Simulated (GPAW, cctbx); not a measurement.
# FeBi3: deformation density and structure factors from DFT

Question: by how much does bonding change the X-ray structure factors of FeBi3, how firmly does DFT give the change, and what does a routine refinement make of it?

The start was made by putting kin elements into a known structure type; the compound need not exist, or be stable, in this form. All numbers below are calculated.

## Step 1: Find the equilibrium geometry

The density hangs on the geometry, so cell and atoms are relaxed first, with the symmetry held. The cutoff is set higher than for the density because stress converges slowly with plane waves.

Settings: GPAW 26.7.0, PBE, 570 eV, 4×4×4 k-points, Fermi–Dirac width 0.1 eV, spin-polarised, BFGS to 0.03 eV/Å.

```text
cell
1.0
     4.682000000    0.000000000    0.000000000
     0.000000000    4.682000000    0.000000000
     0.000000000    0.000000000    4.682000000
Bi Fe
3 1
Direct
0.000000000 0.500000000 0.500000000
0.500000000 0.000000000 0.500000000
0.500000000 0.500000000 0.000000000
0.000000000 0.000000000 0.000000000
```

```console
$ OMP_NUM_THREADS=1 mpirun -n 4 gpaw python run.py > gpaw.log
```

```text
BFGS:    0      -20.614347        0.666110
BFGS:    1      -20.632502        0.598795
BFGS:    2      -20.710782        0.020787
cell  4.7935 4.7935 4.7935  90.00 90.00 90.00
volume 110.145 A^3, largest force 0.000 eV/A, largest stress 0.12 GPa
```

After 2 steps the volume has changed by +7.3 % and the energy by -0.096 eV; the largest stress left is 0.12 GPa. It took 51 s on 4 cores of Intel(R) Xeon(R) Platinum 8488C (Sapphire Rapids) (shared host), peak memory 1 GiB.

Relaxed structure: Pm-3m (no. 221), a = 4.7935 Å, b = 4.7935 Å, c = 4.7935 Å, α = 90.00°, β = 90.00°, γ = 90.00°.

```csv
atom,mult.,x,y,z
Bi1,3,0,1/2,1/2
Fe1,1,0,0,0
```

## Step 2: Density and charge transfer

X-rays see the whole electron density, so the PAW density is rebuilt with its core regions. Subtracting spherical free atoms from the same code cancels the cores and leaves the deformation density Δρ, the part due to bonding.

Settings: PBE, 450 eV, 5×5×5 k-points, Fermi–Dirac width 0.1 eV, spin-polarised; primitive cell of 4 atoms.

```console
$ OMP_NUM_THREADS=1 mpirun -n 4 gpaw python run.py > gpaw.log
```

```text
|iter:   1|       0s |  -23.341854 | -0.24 |       |  +3.0044|
|iter:   2|       1s |  -20.492906 | -1.28 | -0.86 |  +2.8894|
|iter:   3|       2s |  -20.492554 | -3.07 | -1.60 |  +2.8937|
...
|iter:  18|      13s |  -20.621112c| -5.90 | -3.98 |  +2.8632|
|iter:  19|      14s |  -20.621314c| -7.33 | -4.60c|  +2.8626|
|iter:  20|      14s |  -20.621303c| -8.41c| -5.32c|  +2.8626|
```

```text
grid (48, 48, 48)  electrons 275.000  moved by bonding 0.558 e
deformation density beyond 0.5 A of the nuclei: max 0.552, min -0.234 e/A^3
atom        x       y       z   Voronoi charge  moment
Bi1    0.0000  0.5000  0.5000      0.033      -0.03
Bi2    0.5000  0.0000  0.5000      0.033      -0.03
Bi3    0.5000  0.5000  0.0000      0.033      -0.03
Fe4    0.0000  0.0000  0.0000     -0.098       2.87
mean inner potential of superposed free atoms 20.439 V
total magnetic moment 2.863 muB
```

Deformation density in a plane through the shortest contact of the Bi atom at the origin, in 0.01 e/Å³ (clipped at ±99); x from -1.6 to 5.0 Å, y from 2.4 down to -2.4 Å:

```text
  0  -1  -2  -2  -1  -2  -1   0   0  -1  -2  -1  -2  -2  -1   0
  0   0   0   0   0   0   0   0   0   0   0   0   0   0   0   0
  0   0   0   1   1   0   0   0   0   0   0   1   1   0   0   0
  0   0  -1  -1  -1  -1   0   0   0   0  -1  -1  -1  -1   0   0
  0  -1  -2   0   0  -2  -1   0   0  -1  -2   0   0  -2  -1   0
  1  -1   0  -2   .   0  -2   0   0  -2   0   .  -2   0  -1   1
  1  -1   0   .   .  -2  -1   1   1  -1  -2   .   .   0  -1   1
  1  -1   0  -3   .   0  -2   0   0  -2   0   .  -3   0  -1   1
  0  -1  -2   0   0  -2  -1   0   0  -1  -2   0   0  -2  -1   0
  0   0  -1  -1  -1  -1   0   0   0   0  -1  -1  -1  -1   0   0
  0   0   0   1   1   0   0   0   0   0   0   1   1   0   0   0
  0   0   0   0   0   0   0   0   0   0   0   0   0   0   0   0
  0  -1  -2  -1  -1  -2  -1   0   0  -1  -2  -1  -1  -2  -1   0
```

Atoms in or within 0.15 Å of the plane: Bi (0.0, 0.0), Bi (3.4, 0.0) Å. Dots mark points within about 0.45 Å of a nucleus; large values next to them are atomic features.

Fe gains most (-0.10 e) and Bi loses most (+0.03 e), which isn't the order of electronegativity: valence and coordination count too, and Voronoi cells cut space at the midplane whatever the atoms' sizes. Along the shortest contact from the Bi atom at the map's origin, Bi–Bi at 3.39 Å, Δρ is +0.01 e/Å³ at the midpoint: little piles up between the atoms, as is usual in a metallic crystal, which this run finds. At the midpoints of other shortest contacts it is +0.01 (Bi–Fe, 3.39 Å) e/Å³. Point values carry grid noise of about 0.01 e/Å³. The cell's moment is 2.86 μB; the largest inside an atomic sphere is 2.87 μB. The run needed 20 iterations, 21 s.

## Step 3: From the density to structure factors

The Fourier components of Δρ, added to those of the free atoms, give the static X-ray structure factors; the Mott–Bethe relation turns them into the Fourier components V of the potential that fast electrons feel.

```text
static structure factors of the conventional cell: F in electrons, V (Mott-Bethe) in volts
   h  k  l      d  |F| table  |F| free   |F| DFT   change   |V| free  |V| DFT  change %
   0  1  0  4.7935    54.584    54.502    54.374   -0.128     2.389    2.511      5.1
   0  1  1  3.3895    52.656    52.625    52.504   -0.121     2.091    2.149      2.8
   1  1  1  2.7675   236.126   235.968   235.951   -0.017    12.441   12.446      0.0
   0  2  0  2.3967   228.262   228.093   228.056   -0.036    11.213   11.222      0.1
   0  2  1  2.1437    48.606    48.691    48.578   -0.113     1.589    1.611      1.4
   1  2  1  1.9569    47.600    47.692    47.615   -0.076     1.483    1.496      0.8
   0  2  2  1.6948   205.259   205.148   205.287    0.139     8.349    8.332     -0.2
   1  2  2  1.5978    45.141    45.208    45.180   -0.028     1.253    1.256      0.2
   0  3  0  1.5978    45.141    45.208    45.064   -0.144     1.253    1.268      1.2
   0  3  1  1.5158    44.450    44.504    44.400   -0.104     1.195    1.205      0.8
   1  3  1  1.4453   192.800   192.714   192.839    0.125     7.153    7.142     -0.2
   2  2  2  1.3838   189.209   189.124   189.202    0.078     6.843    6.837     -0.1
   0  3  2  1.3295    42.630    42.647    42.613   -0.034     1.056    1.058      0.2
   1  3  2  1.2811    42.089    42.096    42.086   -0.009     1.018    1.019      0.1
```

The largest X-ray change is -0.14 e on 030, 0.3 % of |F|. For electrons V goes as (Z − F)/g², so a change of F counts against Z − F, which is small at low angle and wherever the atoms' terms cancel: |V| of 010 moves by +5.1 % (2.39 to 2.51 V) against -0.2 % in |F|. The last three rows still change by up to 0.08 e; the table stops while the angles are still low. The tabulated Hartree–Fock atoms differ from the free DFT atoms by up to 0.17 e, so the choice of reference atom matters too.

## Step 4: Which functional?

The same geometry is run with other functionals, to see whether the bonding signal is larger than the spread between approximations. Free atoms are LDA for LDA and PBE otherwise. Any other changed setting is in the row's label.

| run | ΔF 030 (e) | ΔF 022 (e) | ΔF 010 (e) | q(Fe) (e) | moved (e) | time |
| --- | --- | --- | --- | --- | --- | --- |
| PBE | -0.144 | +0.139 | -0.128 | -0.098 | 0.558 | 21 s |
| LDA | -0.076 | +0.131 | -0.134 | -0.110 | 0.396 | 15 s |
| revPBE | -0.156 | +0.153 | -0.123 | -0.089 | 0.596 | 21 s |

At the base's settings ΔF(030) spans -0.156 to -0.076 e, a spread of 56 % of the PBE value; over the three listed reflections the spread is at most 56 %, so the sign holds and the size hangs on the functional. Times are from shared hosts.

## Step 5: What a spherical-atom refinement makes of it

Routine crystallography fits spherical atoms. To see the bias, intensities are simulated from tabulated atoms plus the DFT change ΔF, so that bonding alone can misfit (5040 reflections of the full sphere, merged to the counts below, to 0.45 Å, 1.5 % proportional noise plus counting noise, assumed isotropic U as listed, Δρ smeared by the mean U) and refined with cctbx over different ranges.

```csv
range,data,R1,GooF,U Bi1 (true 0.0028),U Fe1 (true 0.0043),largest shift (Å),"Δρ max, min (e/Å³)"
all data,166,0.0026,1.12,0.0028,0.0043,0.0000,"0.91, -0.32"
"low resolution, d > 0.84",34,0.0028,1.06,0.0026,0.0039,0.0000,"0.29, -0.22"
"high order, d < 0.75",121,0.0024,1.09,0.0028,0.0044,0.0000,"0.68, -0.34"
"occupancies free, d > 0.7",54,0.0026,1.15,0.0028,0.0047,0.0000,"0.37, -0.33"
```

With all data GooF is 1.12, so at this noise the bonding hardly shows; the top residual peak lies 0.51 Å from Fe and 3.05 Å from Bi. No U is off by more than 3 s.u. at low resolution. Symmetry fixes every coordinate, so the shifts are zero by construction. With Bi1 held at 1 and the scale free, the other occupancies refine to Fe1 1.010(0.004), within three s.u. of full.

## Step 6: Answer

Bonding moves 0.56 e in the primitive cell of FeBi3 and changes the structure factors of the conventional cell in the table above by at most 0.14 e (030, 0.3 %). The shortest bond, Bi–Bi, has Δρ = +0.01 e/Å³ at its midpoint, with no localised bond charge. At the base's settings ΔF(030) spans -0.156 to -0.076 e, a spread of 56 % of the PBE value; over the three listed reflections the spread is at most 56 %, so the sign holds and the size hangs on the functional. With all data GooF is 1.12, so at this noise the bonding hardly shows. Limits: static density, frozen cores, no spin–orbit coupling; a ferromagnetic start is the only order tried, and the real ground state may be antiferromagnetic or insulating.

[Outputs are excerpts: Python notices, other lines and further rows are left out; steps that failed or that the build refused (PBEsol, TPSS) are not shown.]

[Logs are printed without paths, hosts, clocks, repeated set-up lines and the standing remarks that a program may print on its own settings, such as how far it seeks lower states.]
